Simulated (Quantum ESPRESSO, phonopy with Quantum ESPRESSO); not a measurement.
# SiC (P6_3mc): a volume series of phonon spectra, part 7 of 10

Aim: how the vibrations of SiC shift with volume, and the expansion that follows.

Quantum ESPRESSO 7.5; DFT LDA, scalar-relativistic, plane waves, GBRV ultrasoft pseudopotentials.

So far. Step 13 (Phonons, V/V0 1.015): The time given is that of the 4 pw.x runs on displaced cells behind this step. Step 14 (Relaxing at fixed volume, V/V0 0.985): After the last step pw.x solved the final cell once more on a basis chosen for it, which moves the energy without moving the atoms.

**15. Ground state at this cell, V/V0 0.985**

A tight ground state at this cell gives the energy of this member; its pressure is the stress at this cutoff, which can carry an offset from the finite basis.

scf.in

```
 &control
    calculation='scf',
    prefix='x',
    outdir='./tmp',
    pseudo_dir='./pseudo',
    tprnfor=.true.,
    tstress=.true.,
 /
 &system
    ibrav=0,
    nat=4,
    ntyp=2,
    ecutwfc=45.0,
    ecutrho=270.0,
    occupations='fixed',
    nbnd=10,
 /
 &electrons
    conv_thr=1.0d-12,
    mixing_beta=0.7,
    electron_maxstep=100,
 /
ATOMIC_SPECIES
 Si     28.0850  Si.upf
 C      12.0110  C.upf
CELL_PARAMETERS angstrom
     3.040610518    0.000000000    0.000000000
    -1.520305259    2.633245952    0.000000000
     0.000000000    0.000000000    4.989662928
ATOMIC_POSITIONS crystal
 Si     0.333333333   0.666666667   0.004606647
 Si     0.666666667   0.333333333   0.504606647
 C      0.333333333   0.666666667   0.380393353
 C      0.666666667   0.333333333   0.880393353
K_POINTS automatic
 12 12 6 0 0 0
```

Started as:

```console
OMP_NUM_THREADS=1 mpirun -n 8 pw.x -nk 8 -in scf.in > scf.out
```

The program printed:

```text
[banner, memory and clock lines left out]
Program PWSCF v.7.5

     Message from routine setup:
     using ibrav=0 with symmetry is DISCOURAGED, use correct ibrav instead

     G-vector sticks info

     bravais-lattice index     =            0
     lattice parameter (alat)  =       5.7459  a.u.
     unit-cell volume          =     269.6001 (a.u.)^3
     number of atoms/cell      =            4
     number of atomic types    =            2
     number of electrons       =        16.00
[...]
atom    4 type  2   force =     0.00000000    0.00000000   -0.00000389

     Total force =     0.000008     Total SCF correction =     0.000000

     Computing stress (Cartesian axis) and pressure

          total   stress  (Ry/bohr**3)                   (kbar)     P=       35.64
   0.00024240  -0.00000000   0.00000000           35.66       -0.00        0.00
  -0.00000000   0.00024240   0.00000000           -0.00       35.66        0.00
   0.00000000   0.00000000   0.00024200            0.00        0.00       35.60

     XML data file, charge density, pseudopotentials, collected wavefunctions
[key lines of the parts left out:]
!    total energy              =     -42.39982649 Ry
convergence has been achieved in  12 iterations
```

Elapsed: 4 s, on 8 MPI ranks of Arm Neoverse V2, shared host; 31 s of CPU time.

The run ends at a pressure of 3.56 GPa.

**16. Zone-centre response**

In a polar crystal the Born charges and ε∞ give the long-range dipole term that a finite supercell misses. They are those of this k-mesh and were not tested on a denser one; where the gap is small they converge slowly, and the LO modes with them.

ph.in

```
phonons
 &inputph
    prefix='x',
    outdir='./tmp',
    fildyn='x.dyn',
    tr2_ph=1.0d-18,
    epsil=.true.,
 /
0.000000000 0.000000000 0.000000000
```

scf.in is that of step 15.

Started as:

```console
OMP_NUM_THREADS=1 mpirun -n 8 ph.x -nk 8 -in ph.in > ph.out
```

The program printed:

```text
[banner, memory and clock lines left out]
Program PHONON v.7.5

     ./tmp/x.save/

     IMPORTANT: XC functional enforced from input :
     Exchange-correlation= PZ
                           (   1   1   0   0   0   0   0)
     Any further DFT definition will be discarded
     Please, verify this is what you really want

     G-vector sticks info

     Reading collected, re-writing distributed wavefunctions in ./tmp/

     Number and degeneracy of irreps per q-point
       N         xq(1)         xq(2)         xq(3)   N irreps
[...]
**************************************************************************

     Mode symmetry, C_6v (6mm)  point group:

     freq (   1-   1) =         -6.8  [cm-1]   --> A_1             I+R
     freq (   2-   3) =         -6.7  [cm-1]   --> E_1             I+R
     freq (   4-   5) =        257.4  [cm-1]   --> E_2             R
     freq (   6-   6) =        607.7  [cm-1]   --> B_1
     freq (   7-   8) =        784.0  [cm-1]   --> E_2             R
     freq (   9-   9) =        785.5  [cm-1]   --> A_1             I+R
     freq (  10-  11) =        815.7  [cm-1]   --> E_1             I+R
     freq (  12-  12) =        856.3  [cm-1]   --> B_1
```

The job ended after 81 s (8 MPI ranks; 11 min of CPU time).

ε∞:

```
6.85 0.00 0.00
0.00 6.85 0.00
0.00 0.00 7.20
```

The Born charges sum to zero within 0.0037 e; the rest is removed before use. Acoustic frequencies in this log differ from zero by the error of the sum rule, which ph.x does not impose.

**17. Forces on a displaced cell**

One atom (for the harmonic constants) or a pair of atoms (for the cubic ones) is moved by a few hundredths of an ångström; the forces on all atoms give a column of force constants. The threshold is tight because the forces are small.

System of this step: SiC. The cell holds 32 atoms: 16 Si and 16 C. Cell: a = 6.081 Å, b = 6.081 Å, c = 9.979 Å, α = 90.0°, β = 90.0°, γ = 120.0°. It derives from SiC, repeated 2×2×2.

disp-00001.in

```
 &control
    calculation='scf',
    prefix='x',
    outdir='./tmp',
    pseudo_dir='./pseudo',
    tprnfor=.true.,
    disk_io='none',
 /
 &system
    ibrav=0,
    nat=32,
    ntyp=2,
    ecutwfc=45.0,
    ecutrho=270.0,
    occupations='fixed',
    nbnd=66,
 /
 &electrons
    conv_thr=1.0d-11,
    mixing_beta=0.7,
    electron_maxstep=100,
 /
ATOMIC_SPECIES
 Si     28.0850  Si.upf
 C      12.0110  C.upf
CELL_PARAMETERS angstrom
     6.081221036    0.000000000    0.000000000
    -3.040610518    5.266491904    0.000000000
     0.000000000    0.000000000    9.979325856
ATOMIC_POSITIONS crystal
 Si     0.168378081   0.333333333   0.004014738
 Si     0.666666667   0.333333333   0.002303324
 Si     0.166666667   0.833333333   0.002303324
 Si     0.666666667   0.833333333   0.002303324
 Si     0.166666667   0.333333333   0.502303324
 Si     0.666666667   0.333333333   0.502303324
 Si     0.166666667   0.833333333   0.502303324
 Si     0.666666667   0.833333333   0.502303324
 Si     0.333333333   0.166666667   0.252303324
 Si     0.833333333   0.166666667   0.252303324
 Si     0.333333333   0.666666667   0.252303324
 Si     0.833333333   0.666666667   0.252303324
 Si     0.333333333   0.166666667   0.752303324
 Si     0.833333333   0.166666667   0.752303324
 Si     0.333333333   0.666666667   0.752303324
 Si     0.833333333   0.666666667   0.752303324
 C      0.166666667   0.333333333   0.190196676
 C      0.666666667   0.333333333   0.190196676
 C      0.166666667   0.833333333   0.190196676
 C      0.666666667   0.833333333   0.190196676
 C      0.166666667   0.333333333   0.690196676
 C      0.666666667   0.333333333   0.690196676
 C      0.166666667   0.833333333   0.690196676
 C      0.666666667   0.833333333   0.690196676
 C      0.333333333   0.166666667   0.440196676
 C      0.833333333   0.166666667   0.440196676
 C      0.333333333   0.666666667   0.440196676
 C      0.833333333   0.666666667   0.440196676
 C      0.333333333   0.166666667   0.940196677
 C      0.833333333   0.166666667   0.940196677
 C      0.333333333   0.666666667   0.940196677
 C      0.833333333   0.666666667   0.940196677
K_POINTS automatic
 4 4 2 0 0 0
```

Started as:

```console
OMP_NUM_THREADS=1 mpirun -n 2 pw.x -nk 2 -in disp-00001.in > disp-00001.out
```

The program printed:

```text
[banner, memory and clock lines left out]
Program PWSCF v.7.5

     G-vector sticks info

     bravais-lattice index     =            0
     lattice parameter (alat)  =      11.4918  a.u.
     unit-cell volume          =    2156.8007 (a.u.)^3
     number of atoms/cell      =           32
     number of atomic types    =            2
     number of electrons       =       128.00
     number of Kohn-Sham states=           66
     kinetic-energy cutoff     =      45.0000  Ry
[...]
atom    1 type  1   force =    -0.01080530    0.00011230   -0.01791372
     atom    2 type  1   force =     0.00225042   -0.00070520   -0.00124041
     atom    3 type  1   force =     0.00070934   -0.00088916   -0.00086871
[...]
atom   31 type  2   force =     0.00090863   -0.00208246    0.00271038
     atom   32 type  2   force =    -0.00011225    0.00000075    0.00037043

     Total force =     0.024254     Total SCF correction =     0.000007
     Message from routine punch:
     Nothing written, as per user request (disk_io='none')
[key lines of the parts left out:]
!    total energy              =    -339.19781047 Ry
convergence has been achieved in  17 iterations
```

It took 6.9 min on 2 MPI ranks.

**18. Lattice dynamics at this volume, V/V0 0.985**

This step: DFT LDA, scalar-relativistic, plane waves, GBRV ultrasoft pseudopotentials (phonopy with Quantum ESPRESSO 4.10.0 / 7.5).

It took 7.1 min on 8 threads.

Phonopy, LO-TO term from ph.x's tensors. Phonon branches along the path, in cm⁻¹:

| point | branch 1 | branch 2 | branch 3 | branch 4 | branch 9 | branch 10 | branch 11 | branch 12 |
| --- | --- | --- | --- | --- | --- | --- | --- | --- |
| Γ | -1 | 0 | 1 | 257 | 786 | 816 | 856 | 989 |
| halfway | 177 | 213 | 317 | 348 | 794 | 806 | 850 | 951 |
| M | 258 | 344 | 362 | 442 | 795 | 805 | 866 | 877 |
| halfway | 330 | 357 | 405 | 442 | 814 | 814 | 856 | 863 |
| K | 390 | 390 | 415 | 486 | 834 | 837 | 838 | 838 |
| halfway | 232 | 242 | 356 | 376 | 794 | 811 | 850 | 934 |
| Γ | -1 | 0 | 1 | 257 | 786 | 816 | 856 | 989 |
| halfway | 109 | 109 | 217 | 243 | 810 | 810 | 885 | 968 |
| A | 194 | 194 | 194 | 194 | 799 | 799 | 932 | 932 |
| halfway | 266 | 266 | 313 | 313 | 800 | 800 | 903 | 903 |
| L | 323 | 323 | 324 | 324 | 806 | 806 | 852 | 852 |
| halfway | 298 | 298 | 405 | 405 | 804 | 804 | 840 | 840 |
| H | 290 | 290 | 475 | 475 | 810 | 810 | 825 | 825 |
| halfway | 301 | 301 | 317 | 317 | 800 | 800 | 892 | 892 |
| A | 194 | 194 | 194 | 194 | 799 | 799 | 932 | 932 |
| jump to L | 323 | 323 | 324 | 324 | 806 | 806 | 852 | 852 |
| halfway | 281 | 324 | 353 | 383 | 793 | 806 | 858 | 868 |
| M | 258 | 344 | 362 | 442 | 795 | 805 | 866 | 877 |
| jump to H | 290 | 290 | 475 | 475 | 810 | 810 | 825 | 825 |
| halfway | 334 | 334 | 438 | 487 | 828 | 828 | 829 | 832 |
| K | 390 | 390 | 415 | 486 | 834 | 837 | 838 | 838 |

No mode is imaginary beyond numerical noise along the path. The highest zone-centre mode (no LO–TO term) moved by +1.8 % for a volume change of -1.5 %.

The time given is that of the 4 pw.x runs on displaced cells behind this step.

**19. A cell at another volume, V/V0 1.03**

The volume is fixed at the new value while shape and atoms relax, so that only the volume differs between members of the series.

This step: DFT LDA, scalar-relativistic, plane waves, GBRV ultrasoft pseudopotentials (Quantum ESPRESSO 7.5).

System of this step: SiC. It takes space group P6_3mc (No. 186, hexagonal). The conventional cell has a = 3.086 Å, b = 3.086 Å, c = 5.065 Å, α = 90.00°, β = 90.00°, γ = 120.00°. Si has 4 C at 1.89 to 1.90 Å nearest. Nearest to C lie 4 Si at 1.89 to 1.90 Å. Farther neighbours are not listed.

relax.in

```
 &control
    calculation='vc-relax',
    prefix='x',
    outdir='./tmp',
    pseudo_dir='./pseudo',
    tprnfor=.true.,
    tstress=.true.,
    forc_conv_thr=2.0d-05,
    etot_conv_thr=1.0d-07,
    nstep=40,
 /
 &system
    ibrav=0,
    nat=4,
    ntyp=2,
    ecutwfc=45.0,
    ecutrho=270.0,
    occupations='fixed',
    nbnd=10,
 /
 &electrons
    conv_thr=1.0d-11,
    mixing_beta=0.7,
    electron_maxstep=100,
 /
 &ions
 /
 &cell
    press_conv_thr=0.1,
    cell_dofree='shape',
 /
ATOMIC_SPECIES
 Si     28.0850  Si.upf
 C      12.0110  C.upf
CELL_PARAMETERS angstrom
     3.086115317    0.000000000    0.000000000
    -1.543057659    2.672654264    0.000000000
     0.000000000    0.000000000    5.064883837
ATOMIC_POSITIONS crystal
 Si     0.333333333   0.666666667   0.004600052
 Si     0.666666667   0.333333333   0.504600052
 C      0.333333333   0.666666667   0.380399948
 C      0.666666667   0.333333333   0.880399948
K_POINTS automatic
 12 12 6 0 0 0
```

Started as:

```console
OMP_NUM_THREADS=1 mpirun -n 8 pw.x -nk 8 -in relax.in > relax.out
```

The program printed:

```text
[banner, memory and clock lines left out]
Program PWSCF v.7.5

     Message from routine setup:
     using ibrav=0 with symmetry is DISCOURAGED, use correct ibrav instead

     G-vector sticks info

     bravais-lattice index     =            0
     lattice parameter (alat)  =       5.8319  a.u.
     unit-cell volume          =     281.9168 (a.u.)^3
     number of atoms/cell      =            4
     number of atomic types    =            2
     number of electrons       =        16.00
[...]
atom    4 type  2   force =    -0.00000000   -0.00000000   -0.00000183

     Total force =     0.000004     Total SCF correction =     0.000000

     Computing stress (Cartesian axis) and pressure

          total   stress  (Ry/bohr**3)                   (kbar)     P=      -64.33
[...]
-0.00000000  -0.00043731   0.00000000           -0.00      -64.33        0.00
  -0.00000000  -0.00000000  -0.00043720           -0.00       -0.00      -64.32

     XML data file, charge density, pseudopotentials, collected wavefunctions
[key lines of the parts left out:]
!    total energy              =     -42.39858135 Ry
convergence has been achieved in  17 iterations
```

Elapsed: 11 s, on 8 MPI ranks; 85 s of CPU time.

Little changed from the start: no atom moved by 0.005 Å and no cell edge by 0.1 %.

After the last step pw.x solved the final cell once more on a basis chosen for it, which moves the energy without moving the atoms.

**20. Self-consistent run, V/V0 1.03**

A tight ground state at this cell gives the energy of this member; its pressure is the stress at this cutoff, which can carry an offset from the finite basis.

scf.in

```
 &control
    calculation='scf',
    prefix='x',
    outdir='./tmp',
    pseudo_dir='./pseudo',
    tprnfor=.true.,
    tstress=.true.,
 /
 &system
    ibrav=0,
    nat=4,
    ntyp=2,
    ecutwfc=45.0,
    ecutrho=270.0,
    occupations='fixed',
    nbnd=10,
 /
 &electrons
    conv_thr=1.0d-12,
    mixing_beta=0.7,
    electron_maxstep=100,
 /
ATOMIC_SPECIES
 Si     28.0850  Si.upf
 C      12.0110  C.upf
CELL_PARAMETERS angstrom
     3.085865130    0.000000000    0.000000000
    -1.542932566    2.672437595    0.000000000
     0.000000000    0.000000000    5.065705141
ATOMIC_POSITIONS crystal
 Si     0.333333333   0.666666667   0.004579914
 Si     0.666666667   0.333333333   0.504579914
 C      0.333333333   0.666666667   0.380420086
 C      0.666666667   0.333333333   0.880420086
K_POINTS automatic
 12 12 6 0 0 0
```

Started as:

```console
OMP_NUM_THREADS=1 mpirun -n 8 pw.x -nk 8 -in scf.in > scf.out
```

The program printed:

```text
[banner, memory and clock lines left out]
Program PWSCF v.7.5

     Message from routine setup:
     using ibrav=0 with symmetry is DISCOURAGED, use correct ibrav instead

     G-vector sticks info

     bravais-lattice index     =            0
     lattice parameter (alat)  =       5.8314  a.u.
     unit-cell volume          =     281.9168 (a.u.)^3
     number of atoms/cell      =            4
     number of atomic types    =            2
     number of electrons       =        16.00
[...]
atom    4 type  2   force =    -0.00000000   -0.00000000   -0.00000183

     Total force =     0.000004     Total SCF correction =     0.000000

     Computing stress (Cartesian axis) and pressure

          total   stress  (Ry/bohr**3)                   (kbar)     P=      -64.33
  -0.00043731  -0.00000000   0.00000000          -64.33       -0.00        0.00
  -0.00000000  -0.00043731   0.00000000           -0.00      -64.33        0.00
   0.00000000   0.00000000  -0.00043720            0.00        0.00      -64.31

     XML data file, charge density, pseudopotentials, collected wavefunctions
[key lines of the parts left out:]
!    total energy              =     -42.39858135 Ry
convergence has been achieved in  12 iterations
```

Wall time 3.8 s (8 MPI ranks).

The run ends at a pressure of -6.43 GPa.

**21. Born charges and dielectric tensor**

In a polar crystal the Born charges and ε∞ give the long-range dipole term that a finite supercell misses. They are those of this k-mesh and were not tested on a denser one; where the gap is small they converge slowly, and the LO modes with them.

ph.in is that of step 16.

scf.in is that of step 20.

Started as:

```console
OMP_NUM_THREADS=1 mpirun -n 8 ph.x -nk 8 -in ph.in > ph.out
```

The program printed:

```text
[banner, memory and clock lines left out]
Program PHONON v.7.5

     ./tmp/x.save/

     IMPORTANT: XC functional enforced from input :
     Exchange-correlation= PZ
                           (   1   1   0   0   0   0   0)
     Any further DFT definition will be discarded
     Please, verify this is what you really want

     G-vector sticks info

     Reading collected, re-writing distributed wavefunctions in ./tmp/

     Number and degeneracy of irreps per q-point
       N         xq(1)         xq(2)         xq(3)   N irreps
[...]
**************************************************************************

     Mode symmetry, C_6v (6mm)  point group:

     freq (   1-   1) =         -8.6  [cm-1]   --> A_1             I+R
     freq (   2-   3) =         -7.6  [cm-1]   --> E_1             I+R
     freq (   4-   5) =        258.8  [cm-1]   --> E_2             R
     freq (   6-   6) =        582.5  [cm-1]   --> B_1
     freq (   7-   8) =        738.6  [cm-1]   --> E_2             R
     freq (   9-   9) =        746.1  [cm-1]   --> A_1             I+R
     freq (  10-  11) =        775.4  [cm-1]   --> E_1             I+R
     freq (  12-  12) =        813.4  [cm-1]   --> B_1
```

Run time: 83 s. Hardware: 8 MPI ranks; 11 min of CPU time.

ε∞:

```
6.97 0.00 0.00
0.00 6.97 0.00
0.00 0.00 7.32
```

The Born charges sum to zero within 0.0037 e; the rest is removed before use. Acoustic frequencies in this log differ from zero by the error of the sum rule, which ph.x does not impose.

**22. A displaced supercell**

One atom (for the harmonic constants) or a pair of atoms (for the cubic ones) is moved by a few hundredths of an ångström; the forces on all atoms give a column of force constants. The threshold is tight because the forces are small.

System of this step: SiC. The cell holds 32 atoms: 16 Si and 16 C. Cell: a = 6.172 Å, b = 6.172 Å, c = 10.131 Å, α = 90.0°, β = 90.0°, γ = 120.0°. It derives from SiC, repeated 2×2×2.

disp-00001.in

```
 &control
    calculation='scf',
    prefix='x',
    outdir='./tmp',
    pseudo_dir='./pseudo',
    tprnfor=.true.,
    disk_io='none',
 /
 &system
    ibrav=0,
    nat=32,
    ntyp=2,
    ecutwfc=45.0,
    ecutrho=270.0,
    occupations='fixed',
    nbnd=66,
 /
 &electrons
    conv_thr=1.0d-11,
    mixing_beta=0.7,
    electron_maxstep=100,
 /
ATOMIC_SPECIES
 Si     28.0850  Si.upf
 C      12.0110  C.upf
CELL_PARAMETERS angstrom
     6.171730261    0.000000000    0.000000000
    -3.085865131    5.344875191    0.000000000
     0.000000000    0.000000000   10.131410282
ATOMIC_POSITIONS crystal
 Si     0.168352551   0.333333333   0.003975842
 Si     0.666666667   0.333333333   0.002289957
 Si     0.166666667   0.833333333   0.002289957
 Si     0.666666667   0.833333333   0.002289957
 Si     0.166666667   0.333333333   0.502289957
 Si     0.666666667   0.333333333   0.502289957
 Si     0.166666667   0.833333333   0.502289957
 Si     0.666666667   0.833333333   0.502289957
 Si     0.333333333   0.166666667   0.252289957
 Si     0.833333333   0.166666667   0.252289957
 Si     0.333333333   0.666666667   0.252289957
 Si     0.833333333   0.666666667   0.252289957
 Si     0.333333333   0.166666667   0.752289957
 Si     0.833333333   0.166666667   0.752289957
 Si     0.333333333   0.666666667   0.752289957
 Si     0.833333333   0.666666667   0.752289957
 C      0.166666667   0.333333333   0.190210043
 C      0.666666667   0.333333333   0.190210043
 C      0.166666667   0.833333333   0.190210043
 C      0.666666667   0.833333333   0.190210043
 C      0.166666667   0.333333333   0.690210043
 C      0.666666667   0.333333333   0.690210043
 C      0.166666667   0.833333333   0.690210043
 C      0.666666667   0.833333333   0.690210043
 C      0.333333333   0.166666667   0.440210043
 C      0.833333333   0.166666667   0.440210043
 C      0.333333333   0.666666667   0.440210043
 C      0.833333333   0.666666667   0.440210043
 C      0.333333333   0.166666667   0.940210043
 C      0.833333333   0.166666667   0.940210043
 C      0.333333333   0.666666667   0.940210043
 C      0.833333333   0.666666667   0.940210043
K_POINTS automatic
 4 4 2 0 0 0
```

Started as:

```console
OMP_NUM_THREADS=1 mpirun -n 2 pw.x -nk 2 -in disp-00001.in > disp-00001.out
```

The program printed:

```text
[banner, memory and clock lines left out]
Program PWSCF v.7.5

     G-vector sticks info

     bravais-lattice index     =            0
     lattice parameter (alat)  =      11.6629  a.u.
     unit-cell volume          =    2255.3347 (a.u.)^3
     number of atoms/cell      =           32
     number of atomic types    =            2
     number of electrons       =       128.00
     number of Kohn-Sham states=           66
     kinetic-energy cutoff     =      45.0000  Ry
[...]
atom    1 type  1   force =    -0.00985036    0.00009802   -0.01630049
     atom    2 type  1   force =     0.00212081   -0.00069889   -0.00116366
     atom    3 type  1   force =     0.00068792   -0.00082687   -0.00079537
[...]
atom   31 type  2   force =     0.00095075   -0.00169721    0.00260450
     atom   32 type  2   force =    -0.00011225    0.00000073    0.00034832

     Total force =     0.021940     Total SCF correction =     0.000008
     Message from routine punch:
     Nothing written, as per user request (disk_io='none')
[key lines of the parts left out:]
!    total energy              =    -339.18787618 Ry
convergence has been achieved in  18 iterations
```

Run time: 7.8 min. Hardware: 2 MPI ranks; 16 min of CPU time.

(Continued in part 8 of 10.)

[Logs are printed without paths, hosts, clocks, repeated set-up lines and the standing remarks that a program may print on its own settings, such as how far it seeks lower states.]

[Hosts, paths, dates, database ids (printed as entryN), source tags and the programs' standing remarks are cut or masked in the printed files.]

[A step with changed settings may run another functional than the one named; its input shows which.]

[Of the runs on displaced cells, only some may be shown.]
